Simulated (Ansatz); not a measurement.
# The perfect GaP wire along [110], 24 atoms a period, H-terminated

What gap, if any, does the GaP wire along [110], 24 atoms a period, H-terminated have, and how does it change with the functional and under strain?

Method: DFT PBE, plane waves, PAW; relaxation of a wire's period; PAW set soft_1, in the first sound run; inputs show where later runs differ, in Ansatz 0.2.0.

## (1) Starting point

The cell holds 40 atoms: 16 H, 12 Ga and 12 P. Cell: a = 20.935 Å, b = 19.121 Å, c = 3.896 Å, α = 90.0°, β = 90.0°, γ = 90.0°. Vacuum lies along a and b. The structure's axis is c.

## (2) Relaxation of atoms and period

Band widths follow the bond lengths, so the wire is relaxed first. The atoms and the third cell vector are free; the box across stays fixed as vacuum. A Fermi-Dirac smearing is set since the result may be a metal. The pressure printed is a third of the stress's trace over the whole box, vacuum included; only the stress along the axis is relaxed.

input.yaml reads:

```yaml
crystal:
  lattice:
    - [20.935, 0.0, 0.0]
    - [0.0, 19.121, 0.0]
    - [0.0, 0.0, 3.8961583643]
  atoms:
    - { symbol: H, position: [0.162407452, 0.381578284, 0.0] }
    - { symbol: Ga, position: [0.205981057, 0.449046753, 0.0] }
    - { symbol: P, position: [0.403377761, 0.347165095, 0.0] }
    - { symbol: H, position: [0.425603057, 0.177814968, 0.0] }
    - { symbol: Ga, position: [0.469176662, 0.245283437, 0.0] }
    - { symbol: Ga, position: [0.469176662, 0.449046753, 0.0] }
    - { symbol: P, position: [0.666573366, 0.347165095, 0.0] }
    - { symbol: H, position: [0.706010237, 0.28610186, 0.0] }
    - { symbol: Ga, position: [0.732372268, 0.449046753, 0.0] }
    - { symbol: H, position: [0.232343088, 0.652810069, 0.200322728] }
    - { symbol: H, position: [0.775945873, 0.652810069, 0.331111951] }
    - { symbol: P, position: [0.271779958, 0.652810069, 0.5] }
    - { symbol: P, position: [0.271779958, 0.449046753, 0.5] }
    - { symbol: H, position: [0.294005254, 0.279696626, 0.5] }
    - { symbol: H, position: [0.294005254, 0.822160196, 0.5] }
    - { symbol: Ga, position: [0.33757886, 0.347165095, 0.5] }
    - { symbol: Ga, position: [0.33757886, 0.550928411, 0.5] }
    - { symbol: Ga, position: [0.33757886, 0.754691727, 0.5] }
    - { symbol: P, position: [0.534975564, 0.245283437, 0.5] }
    - { symbol: P, position: [0.534975564, 0.652810069, 0.5] }
    - { symbol: P, position: [0.534975564, 0.449046753, 0.5] }
    - { symbol: H, position: [0.55720086, 0.822160196, 0.5] }
    - { symbol: H, position: [0.574412434, 0.184220202, 0.5] }
    - { symbol: Ga, position: [0.600774465, 0.347165095, 0.5] }
    - { symbol: Ga, position: [0.600774465, 0.550928411, 0.5] }
    - { symbol: Ga, position: [0.600774465, 0.754691727, 0.5] }
    - { symbol: P, position: [0.798171169, 0.449046753, 0.5] }
    - { symbol: H, position: [0.83760804, 0.387983518, 0.5] }
    - { symbol: H, position: [0.83760804, 0.510109988, 0.5] }
    - { symbol: H, position: [0.775945873, 0.652810069, 0.668888049] }
    - { symbol: H, position: [0.232343088, 0.652810069, 0.799677272] }
    - { symbol: H, position: [0.162407452, 0.516515222, 0.0] }
    - { symbol: P, position: [0.403377761, 0.550928411, 0.0] }
    - { symbol: P, position: [0.403377761, 0.754691727, 0.0] }
    - { symbol: H, position: [0.442814631, 0.815754962, 0.0] }
    - { symbol: Ga, position: [0.469176662, 0.652810069, 0.0] }
    - { symbol: P, position: [0.666573366, 0.550928411, 0.0] }
    - { symbol: P, position: [0.666573366, 0.754691727, 0.0] }
    - { symbol: H, position: [0.706010237, 0.815754962, 0.0] }
    - { symbol: Ga, position: [0.732372268, 0.652810069, 0.0] }
kpoints:
  mp_grid: { grid: [1, 1, 21] }
scf:
  occupations: { method: fermi_dirac, width: 0.05 }
hamiltonian:
  xc: pbe
  pseudopotentials: { kind: paw, azcp: { folder: soft_1 } }
relax:
  cell: { fix: [a, b, alpha, beta, gamma] }
  max_steps: 45
  f_tol: 0.03
```

Command:

```bash
$ ansatz run input.yaml --threads 4 --pin off --max-ram 16384MiB --backend cpu --events-out ev --progress --plain --runs-dir out
```

Numbers of over 12 decimals in the logs are rounded to 6 here.

The program printed:

```text
Engine: ansatz 0.2.0, x86_64-unknown-linux-gnu
Pseudopotentials: kind: paw
Pseudopotential: H, paw, valence charge 1, recommended cutoff 420 eV (normal), soft_1/H.paw.azcp
Pseudopotential: Ga, paw, valence charge 13, recommended cutoff 420 eV (normal), soft_1/Ga.paw.azcp
Pseudopotential: P, paw, valence charge 5, recommended cutoff 420 eV (normal), soft_1/P.paw.azcp
Functional definition: PBE
  parameter kappa = 0.804
  parameter beta = 0.066725
  exchange = pbe_x(kappa = kappa, mu = beta*pi^2/3)
  correlation = pbe_c(beta = beta)
Crystal: 40 atoms, lattice volume = 1559.625 Å³
Basis set: ecut = 420 eV, 30599 PW (Γ), exchange–correlation on 288×256×54 points (8 copies of the dense FFT grid, shifted against one another)
Bands: 156, of which v1, the nominal top of the filled ones, is band 116 counted from 1 (115 counted from 0)
Symmetry: 2 space group operations
Space group: Pm (ITA 6), of the structure as read, at distance tolerance 1.2e-4 Å
k-points: 11 of 21
Non-local potential: H, projectors of the file, l = 0: 2, l = 1: 1
Non-local potential: Ga, projectors of the file, l = 0: 2, l = 1: 2, l = 2: 3, l = 3: 1
Non-local potential: P, projectors of the file, l = 0: 2, l = 1: 2, l = 2: 1
PAW form: soft (Blöchl's): semilocal exchange-correlation on the pseudo side does not see the compensation charge
PAW one-centre angular grid: H, 110 points (default); XC on 64 Gauss nodes
PAW one-centre angular grid: Ga, 590 points (default); XC on 64 Gauss nodes
PAW one-centre angular grid: P, 110 points (default); XC on 64 Gauss nodes
Initial density: superposition of atomic densities (neutral atoms: chi_scale 0, normalization atom)
Initial wavefunctions: pseudopotential atomic-orbital guess
Functional: x = pbe(κ = 0.804, μ = 0.219515), c = pbe(β = 0.066725)
SCF iter   1: F=—  HF=-54730.199593 eV  |F-HF|=—  |Δ(HF+E_count)|=         —  Δρ=3.87e-2  dr2=2.53e1  ethr=3.10e-3  ⟨swp⟩=9.0  Hψ=8720  notcnv=0  defer=135
preconditioner: auto → Resta (q_TF=auto, 1.986 Å⁻¹)  ε∞=2.1  [insulator: Δε(μ)=2.110 eV  Ē_g=13.776 eV  σ=0.050 eV  W_gap=1.00  n_scr=210 (ndim 8)  ℏωp=14.3 eV  f_vac=0.528  D(μ)=0.00/eV (n_scr^D=0)  ε∞_Penn≈2.1  vacuum switching on, ρ_ref=1.4e-2 e/Å³]
SCF iter   2: F=—  HF=-54723.634918 eV  |F-HF|=—  |Δ(HF+E_count)|=    6.56e0  Δρ=1.81e-2  dr2=4.65e0  ethr=3.10e-3  ⟨swp⟩=4.1  Hψ=3795  notcnv=0  defer=363
preconditioner: auto → LDOS  [metal: Δε(μ)=0.099 eV  Ē_g=14.002 eV  σ=0.050 eV  W_gap=0.46  n_scr=210 (ndim 8)  ℏωp=14.3 eV  f_vac=0.542  D(μ)=1.85/eV (n_scr^D=8)  β→1.0]
SCF iter   3: F=—  HF=-54724.654667 eV  |F-HF|=—  |Δ(HF+E_count)|=    1.02e0  Δρ=9.46e-3  dr2=8.45e0  ethr=2.01e-3  ⟨swp⟩=4.0  Hψ=3539  notcnv=0  defer=302
SCF iter   4: F=—  HF=-54722.860490 eV  |F-HF|=—  |Δ(HF+E_count)|=    1.79e0  Δρ=4.16e-3  dr2=1.62e0  ethr=2.01e-3  ⟨swp⟩=4.2  Hψ=4034  notcnv=0  defer=267
SCF iter   5: F=—  HF=-54722.627944 eV  |F-HF|=—  |Δ(HF+E_count)|=   2.33e-1  Δρ=2.03e-3  dr2=1.75e-1  ethr=6.97e-4  ⟨swp⟩=3.3  Hψ=2260  notcnv=0  defer=280
SCF iter   6: F=—  HF=-54722.625293 eV  |F-HF|=—  |Δ(HF+E_count)|=   2.65e-3  Δρ=8.57e-4  dr2=7.61e-2  ethr=7.56e-5  ⟨swp⟩=4.4  Hψ=3164  notcnv=0  defer=280
SCF iter   7: F=—  HF=-54722.615604 eV  |F-HF|=—  |Δ(HF+E_count)|=   9.69e-3  Δρ=3.95e-4  dr2=1.28e-2  ethr=3.28e-5  ⟨swp⟩=2.2  Hψ=1935  notcnv=0  defer=277
SCF iter   8: F=—  HF=-54722.614579 eV  |F-HF|=—  |Δ(HF+E_count)|=   1.02e-3  Δρ=1.83e-4  dr2=9.57e-4  ethr=5.50e-6  ⟨swp⟩=1.8  Hψ=1726  notcnv=0  defer=277
SCF iter   9: F=—  HF=-54722.614812 eV  |F-HF|=—  |Δ(HF+E_count)|=   2.34e-4  Δρ=1.02e-4  dr2=3.64e-4  ethr=4.12e-7  ⟨swp⟩=2.3  Hψ=2098  notcnv=0  defer=277
SCF iter  10: F=—  HF=-54722.614808 eV  |F-HF|=—  |Δ(HF+E_count)|=   3.90e-6  Δρ=4.79e-5  dr2=4.87e-5  ethr=1.57e-7  ⟨swp⟩=2.0  Hψ=1779  notcnv=0  defer=277
SCF iter  11: F=—  HF=-54722.614641 eV  |F-HF|=—  |Δ(HF+E_count)|=   1.67e-4  Δρ=2.20e-5  dr2=8.15e-6  ethr=2.10e-8  ⟨swp⟩=2.0  Hψ=2074  notcnv=0  defer=280
SCF iter  12: F=—  HF=-54722.614646 eV  |F-HF|=—  |Δ(HF+E_count)|=   4.37e-6  Δρ=1.29e-5  dr2=3.07e-6  ethr=3.51e-9  ⟨swp⟩=2.2  Hψ=2024  notcnv=0  defer=280
SCF iter  13: F=—  HF=-54722.614647 eV  |F-HF|=—  |Δ(HF+E_count)|=   1.74e-6  Δρ=6.73e-6  dr2=7.63e-7  ethr=1.33e-9  ⟨swp⟩=2.0  Hψ=1896  notcnv=0  defer=280
SCF iter  14: F=—  HF=-54722.614648 eV  |F-HF|=—  |Δ(HF+E_count)|=   7.69e-7  Δρ=2.89e-6  dr2=1.25e-7  ethr=3.29e-10  ⟨swp⟩=2.2  Hψ=1989  notcnv=0  defer=280
SCF iter  15: F=-54722.614648 eV  HF=-54722.614648 eV  |F-HF|=2.83e-8  |Δ(HF+E_count)|=   1.44e-7  Δρ=1.41e-6  dr2=4.07e-8  ethr=4.31e-11  ⟨swp⟩=5.0  Hψ=5123  notcnv=0
SCF 1 converged in 15 iterations: F = -54722.614648 eV  dr2 = 4.07e-8
  greatest PAW one-centre occupation: 0.994 electrons in one spin orbital (limit 2), on the Ga atom at site 16 (counted from 0), in its partial waves of l = 2
relax step   1: F+E_penalty+E_count = -54722.61464843 eV  Δ(F+E_penalty+E_count) = +0.000e0 eV  max|allowed force component| = 1.357e0 eV/Å  Δτ_max = 0.0000 Å  P = +0.077 GPa  Ω = 1559.625 Å³  fix = [a, b, alpha, beta, gamma]  reactions: a -0.159, b -0.535 GPa; gamma +0.020 GPa/rad  (15 SCF iters, dr2 threshold 1.00e-7 eV, accepted)
Crystal: 40 atoms, lattice volume = 1586.131 Å³
Basis set: ecut = 420 eV, 31055 PW (Γ), exchange–correlation on 288×256×54 points (8 copies of the dense FFT grid, shifted against one another)
Initial density: handed on by an earlier stage of this run
Initial wavefunctions: those handed on with the density
iter 1 solved again at ethr=3.47e-4 eV; its pass at ethr=3.10e-3 eV (dr2=8.05e-1 eV) is discarded
SCF iter   1: F=—  HF=-54723.605904 eV  |F-HF|=—  |Δ(HF+E_count)|=         —  Δρ=9.34e-3  dr2=8.19e-1  ethr=3.47e-4  ⟨swp⟩=6.1  Hψ=9715  notcnv=0
preconditioner: auto → Resta (q_TF=auto, 1.980 Å⁻¹)  ε∞=2.1  [insulator: Δε(μ)=0.160 eV  Ē_g=13.797 eV  σ=0.050 eV  W_gap=0.66  n_scr=210 (ndim 8)  ℏωp=14.2 eV  f_vac=0.569  D(μ)=0.65/eV (n_scr^D=0)  ε∞_Penn≈2.1  vacuum switching on, ρ_ref=1.4e-2 e/Å³]
SCF iter   2: F=—  HF=-54723.472262 eV  |F-HF|=—  |Δ(HF+E_count)|=   1.34e-1  Δρ=4.53e-3  dr2=1.68e-1  ethr=3.47e-4  ⟨swp⟩=6.5  Hψ=3199  notcnv=0  defer=1
preconditioner: auto → LDOS  [metal: Δε(μ)=0.056 eV  Ē_g=13.811 eV  σ=0.050 eV  W_gap=0.27  n_scr=210 (ndim 8)  ℏωp=14.2 eV  f_vac=0.569  D(μ)=1.19/eV (n_scr^D=4)  β→1.0]
SCF iter   3: F=—  HF=-54723.593491 eV  |F-HF|=—  |Δ(HF+E_count)|=   1.21e-1  Δρ=2.29e-3  dr2=7.25e-1  ethr=7.26e-5  ⟨swp⟩=3.6  Hψ=3372  notcnv=0  defer=315  recentre
SCF iter   4: F=—  HF=-54723.463855 eV  |F-HF|=—  |Δ(HF+E_count)|=   1.30e-1  Δρ=5.18e-4  dr2=2.26e-2  ethr=7.26e-5  ⟨swp⟩=4.7  Hψ=2486  notcnv=0  defer=315
[...]
SCF iter   4: F=—  HF=-54723.587170 eV  |F-HF|=—  |Δ(HF+E_count)|=   6.94e-4  Δρ=2.32e-6  dr2=1.32e-7  ethr=7.95e-10  ⟨swp⟩=2.4  Hψ=3319  notcnv=0  defer=8
SCF iter   5: F=—  HF=-54723.587179 eV  |F-HF|=—  |Δ(HF+E_count)|=   9.37e-6  Δρ=8.62e-7  dr2=2.64e-8  ethr=5.68e-11  ⟨swp⟩=2.1  Hψ=2054  notcnv=0  defer=10
SCF iter   6: F=—  HF=-54723.587179 eV  |F-HF|=—  |Δ(HF+E_count)|=   1.52e-7  Δρ=4.48e-7  dr2=4.43e-9  ethr=1.14e-11  ⟨swp⟩=2.0  Hψ=2164  notcnv=0  defer=10
SCF iter   7: F=—  HF=-54723.587180 eV  |F-HF|=—  |Δ(HF+E_count)|=   7.43e-7  Δρ=1.47e-7  dr2=6.28e-10  ethr=1.91e-12  ⟨swp⟩=2.1  Hψ=2758  notcnv=0  defer=10
SCF iter   8: F=-54723.587180 eV  HF=-54723.587180 eV  |F-HF|=4.09e-8  |Δ(HF+E_count)|=   1.14e-7  Δρ=6.19e-8  dr2=9.99e-11  ethr=1.00e-12  ⟨swp⟩=5.0  Hψ=5166  notcnv=0
SCF 9 converged in 8 iterations: F = -54723.587180 eV  dr2 = 9.99e-11
relax step   9: F+E_penalty+E_count = -54723.58718019 eV  Δ(F+E_penalty+E_count) = -5.815e-3 eV  max|allowed force component| = 1.380e-2 eV/Å  Δτ_max = 0.0000 Å  P = -0.009 GPa  Ω = 1595.560 Å³  fix = [a, b, alpha, beta, gamma]  reactions: a -0.030, b -0.001 GPa; gamma +0.003 GPa/rad  stress off target by 4.86e-3 GPa on what of the cell is left free  SCF on the basis re-selected at this cell (its energy is not comparable with the rows above)  (8 SCF iters)
basis re-selected at this cell: Δ(F+E_penalty+E_count) = -5.815e-3 eV, ΔP = +0.002 GPa vs the last step (what re-selecting the basis moved, of the pressure what is left beyond the Pulay correction that the steps carried, after the strain that the cell walked since its last selection, with what the two solves' SCF thresholds leave and, on support functions, any second-order correction that the steps lacked; it is no m [...]
SCF converged after 8 iterations
Free energy (F): -54723.587180 eV
Harris-Foulkes:  -54723.587180 eV  (|F-HF|=4.09e-8)
Internal energy: -54723.586103 eV  (E = F + TS)
E sigma→0 (E₀):  -54723.586642 eV
Entropy (-TS):   -0.001077 eV (-0.027 meV/atom)
Fermi energy:    -0.015922 eV
--- Per-component energies (eV) ---
  E_band       = -2516.685627
  E_kinetic    = 2367.014099
  E_local      = -107356.110572  (includes V_loc(G=0)·N_el)
  E_nonlocal   = -715.754675
  E_hartree    = 54878.544293
  E_xc         = -1768.585172
  E_vxc        = -1575.485581  (∫ρ·V_xc dr)
  E_paw        = -30607.916684  (= ΣΔE_a)
  E_vpaw       = -4993.419267  (= ΣTr[D̂ρ^β])
  E_aug_tail   = -0.017792  (compensation charges beyond the density's cutoff)
  E_ewald      = 28479.240399
  E_smearing   = -0.001077  (= −TS)
  E_closure    = -0.000000  (closes the sum)
  Σ components = -54723.587180   (vs F -54723.587180, Δ=0.00e0)
--- Forces (eV/Å), atoms counted from 1 ---
  atom   1  H      0.00399016     0.00974209     0.00000000
  atom   2  Ga    -0.01380045    -0.00566657     0.00000000
  atom   3  P      0.00001965    -0.00144798     0.00000000
  atom   4  H      0.00036374    -0.00076984     0.00000000
  atom   5  Ga    -0.00055184     0.00029706     0.00000000
  atom   6  Ga     0.00264249     0.00064338     0.00000000
  atom   7  P     -0.00041048     0.00020845     0.00000000
  atom   8  H      0.00007355    -0.00074437     0.00000000
  atom   9  Ga     0.00125800     0.00179860     0.00000000
  atom  10  H     -0.00178319    -0.00005312    -0.00290169
  atom  11  H     -0.00005460    -0.00103304     0.00059584
  atom  12  P      0.00741786     0.00443609     0.00000000
  atom  13  P      0.00697584    -0.00605639     0.00000000
  atom  14  H     -0.00011352    -0.00008993     0.00000000
  atom  15  H      0.00072458    -0.00063031     0.00000000
  atom  16  Ga    -0.00005554    -0.00082914     0.00000000
  atom  17  Ga     0.00578895     0.00143574     0.00000000
  atom  18  Ga     0.00119718     0.00073507     0.00000000
  atom  19  P      0.00241129    -0.00155338     0.00000000
  atom  20  P     -0.00100320     0.00333705     0.00000000
  atom  21  P      0.00079924    -0.00084904     0.00000000
  atom  22  H     -0.00051618     0.00060842     0.00000000
  atom  23  H     -0.00209709    -0.00144081     0.00000000
  atom  24  Ga     0.00026592     0.00211469     0.00000000
  atom  25  Ga    -0.00401616     0.00047502     0.00000000
  atom  26  Ga    -0.00488423    -0.00124977     0.00000000
  atom  27  P     -0.00779869     0.00155919     0.00000000
  atom  28  H      0.00536188    -0.00094140     0.00000000
  atom  29  H      0.00214517     0.00112076     0.00000000
  atom  30  H     -0.00005460    -0.00103304    -0.00059584
  atom  31  H     -0.00178319    -0.00005312     0.00290169
  atom  32  H     -0.00148578     0.00156019     0.00000000
  atom  33  P     -0.00244464    -0.00151231     0.00000000
  atom  34  P     -0.00485862     0.00083014     0.00000000
  atom  35  H      0.00158603    -0.00384763     0.00000000
  atom  36  Ga     0.00467728    -0.00183265     0.00000000
  atom  37  P      0.00235303     0.00034911     0.00000000
  atom  38  P      0.00002697     0.00375337     0.00000000
  atom  39  H      0.00021464    -0.00307126     0.00000000
  atom  40  Ga    -0.00258013    -0.00029656     0.00000000
  max |Σ_I F_I| component: 2.75e-6 eV/Å
--- Stress (GPa, compression-positive) ---
       -0.030012      -0.002961       0.000000
       -0.002961      -0.000876       0.000000
        0.000000       0.000000       0.004859
  P = ⅓ Tr σ = -0.0087 GPa (-0.087 kbar)
--- Relaxed structure (8 steps of the walk, 8 accepted, 1 SCFs on fresh bases) ---
  F+E_penalty+E_count = -54723.58718019 eV   max|allowed force component| = 1.380e-2 eV/Å   (the final SCF, on the basis selected at the relaxed cell)
  cell:  # Å, volume = 1595.5601 Å³
    - [20.935, 0, 0.0]
    - [0, 19.121, 0.0]
    - [0.0, 0.0, 3.985929]
  atoms:
    - { symbol: H, position: [0.154441, 0.397009, 0] }
    - { symbol: Ga, position: [0.205527, 0.456871, 0] }
    - { symbol: P, position: [0.402099, 0.344311, 0] }
    - { symbol: H, position: [0.430212, 0.169873, 0] }
    - { symbol: Ga, position: [0.464983, 0.242155, 0] }
    - { symbol: Ga, position: [0.467919, 0.443863, 0] }
    - { symbol: P, position: [0.662834, 0.352337, 0] }
    - { symbol: H, position: [0.704971, 0.293750, 0] }
    - { symbol: Ga, position: [0.725144, 0.455617, 0] }
    - { symbol: H, position: [0.237158, 0.647381, 0.235233] }
    - { symbol: H, position: [0.780979, 0.647460, 0.321702] }
    - { symbol: P, position: [0.282308, 0.648017, 0.5] }
    - { symbol: P, position: [0.270993, 0.443243, 0.5] }
    - { symbol: H, position: [0.297414, 0.270667, 0.5] }
    - { symbol: H, position: [0.291637, 0.823801, 0.5] }
    - { symbol: Ga, position: [0.335272, 0.341318, 0.5] }
    - { symbol: Ga, position: [0.340527, 0.537297, 0.5] }
    - { symbol: Ga, position: [0.336794, 0.758924, 0.5] }
    - { symbol: P, position: [0.531128, 0.248760, 0.5] }
    - { symbol: P, position: [0.535048, 0.653381, 0.5] }
    - { symbol: P, position: [0.533802, 0.449226, 0.5] }
    - { symbol: H, position: [0.558156, 0.824597, 0.5] }
    - { symbol: H, position: [0.573854, 0.190681, 0.5] }
    - { symbol: Ga, position: [0.596951, 0.347931, 0.5] }
    - { symbol: Ga, position: [0.599542, 0.551172, 0.5] }
    - { symbol: Ga, position: [0.600603, 0.756827, 0.5] }
    - { symbol: P, position: [0.790301, 0.455778, 0.5] }
    - { symbol: H, position: [0.837929, 0.402845, 0.5] }
    - { symbol: H, position: [0.829255, 0.516502, 0.5] }
    - { symbol: H, position: [0.780979, 0.647460, 0.678298] }
    - { symbol: H, position: [0.237158, 0.647381, 0.764767] }
    - { symbol: H, position: [0.184095, 0.536329, 0] }
    - { symbol: P, position: [0.404809, 0.547730, 0] }
    - { symbol: P, position: [0.400315, 0.747257, 0] }
    - { symbol: H, position: [0.439920, 0.807774, 0] }
    - { symbol: Ga, position: [0.471255, 0.648371, 0] }
    - { symbol: P, position: [0.664258, 0.556644, 0] }
    - { symbol: P, position: [0.664318, 0.745945, 0] }
    - { symbol: H, position: [0.700784, 0.808945, 0] }
    - { symbol: Ga, position: [0.740824, 0.652890, 0] }
```

Wall time 9.4 min (4 threads of Intel Xeon Platinum 8223CL at 3.00GHz (Skylake/Cascade Lake), shared host); peak memory 5.2 GiB.

The steps of the relaxation:

| step | energy less that of the first step (eV) | largest force component (eV/Å) | pressure (GPa) | volume (Å³) |
| --- | --- | --- | --- | --- |
| 1 | 0.0000 | 1.3568 | 0.08 | 1559.62 |
| 2 | -0.8455 | 0.4257 | -0.08 | 1586.13 |
| 3 | -0.9315 | 0.1904 | -0.05 | 1594.85 |
| 4 | -0.9480 | 0.0837 | -0.02 | 1595.54 |
| 5 | -0.9599 | 0.0734 | -0.01 | 1595.96 |
| 6 | -0.9625 | 0.0814 | 0.00 | 1596.11 |
| 7 | -0.9661 | 0.0384 | -0.01 | 1595.22 |
| 8 | -0.9667 | 0.0137 | -0.01 | 1595.56 |
| 9* | -0.9725 | 0.0138 | -0.01 | 1595.56 |

Relaxation steps marked * repeat the geometry before them on a plane-wave basis chosen anew for their cell, so energy and pressure can jump there.

Forces are held to the 2 operations that the run works with; a distortion that breaks them can't arise in this run.

| cell as run | before | after | change |
| --- | --- | --- | --- |
| c (Å) | 3.896 | 3.986 | +2.3 % |

The atoms that moved most (Å, along periodic axes as changes of fractional coordinates times the final cell, across vacuum about the mean position):

| atom | dx | dy | dz | length |
| --- | --- | --- | --- | --- |
| H32 | 0.454 | 0.379 | 0.000 | 0.591 |
| H1 | -0.167 | 0.295 | 0.000 | 0.339 |
| H28 | 0.007 | 0.284 | 0.000 | 0.284 |
| Ga17 | 0.062 | -0.261 | 0.000 | 0.268 |
| P12 | 0.220 | -0.092 | 0.000 | 0.239 |
| H29 | -0.175 | 0.122 | 0.000 | 0.213 |
| P27 | -0.165 | 0.129 | 0.000 | 0.209 |
| H31 | 0.101 | -0.104 | -0.139 | 0.201 |

This step gave:

* energy at zero smearing: -54723.5866 eV
* cell length along the wire: 3.986 Å

The cell's length comes to 3.986 Å with spin left out.

(Part 1 of 4 ends here.)

[Logs are printed without paths, hosts, clocks, repeated set-up lines and the standing remarks that a program may print on its own settings, such as how far it seeks lower states.]

[Hosts, paths, dates, database ids (printed as entryN), source tags and the programs' standing remarks are cut or masked in the printed files.]
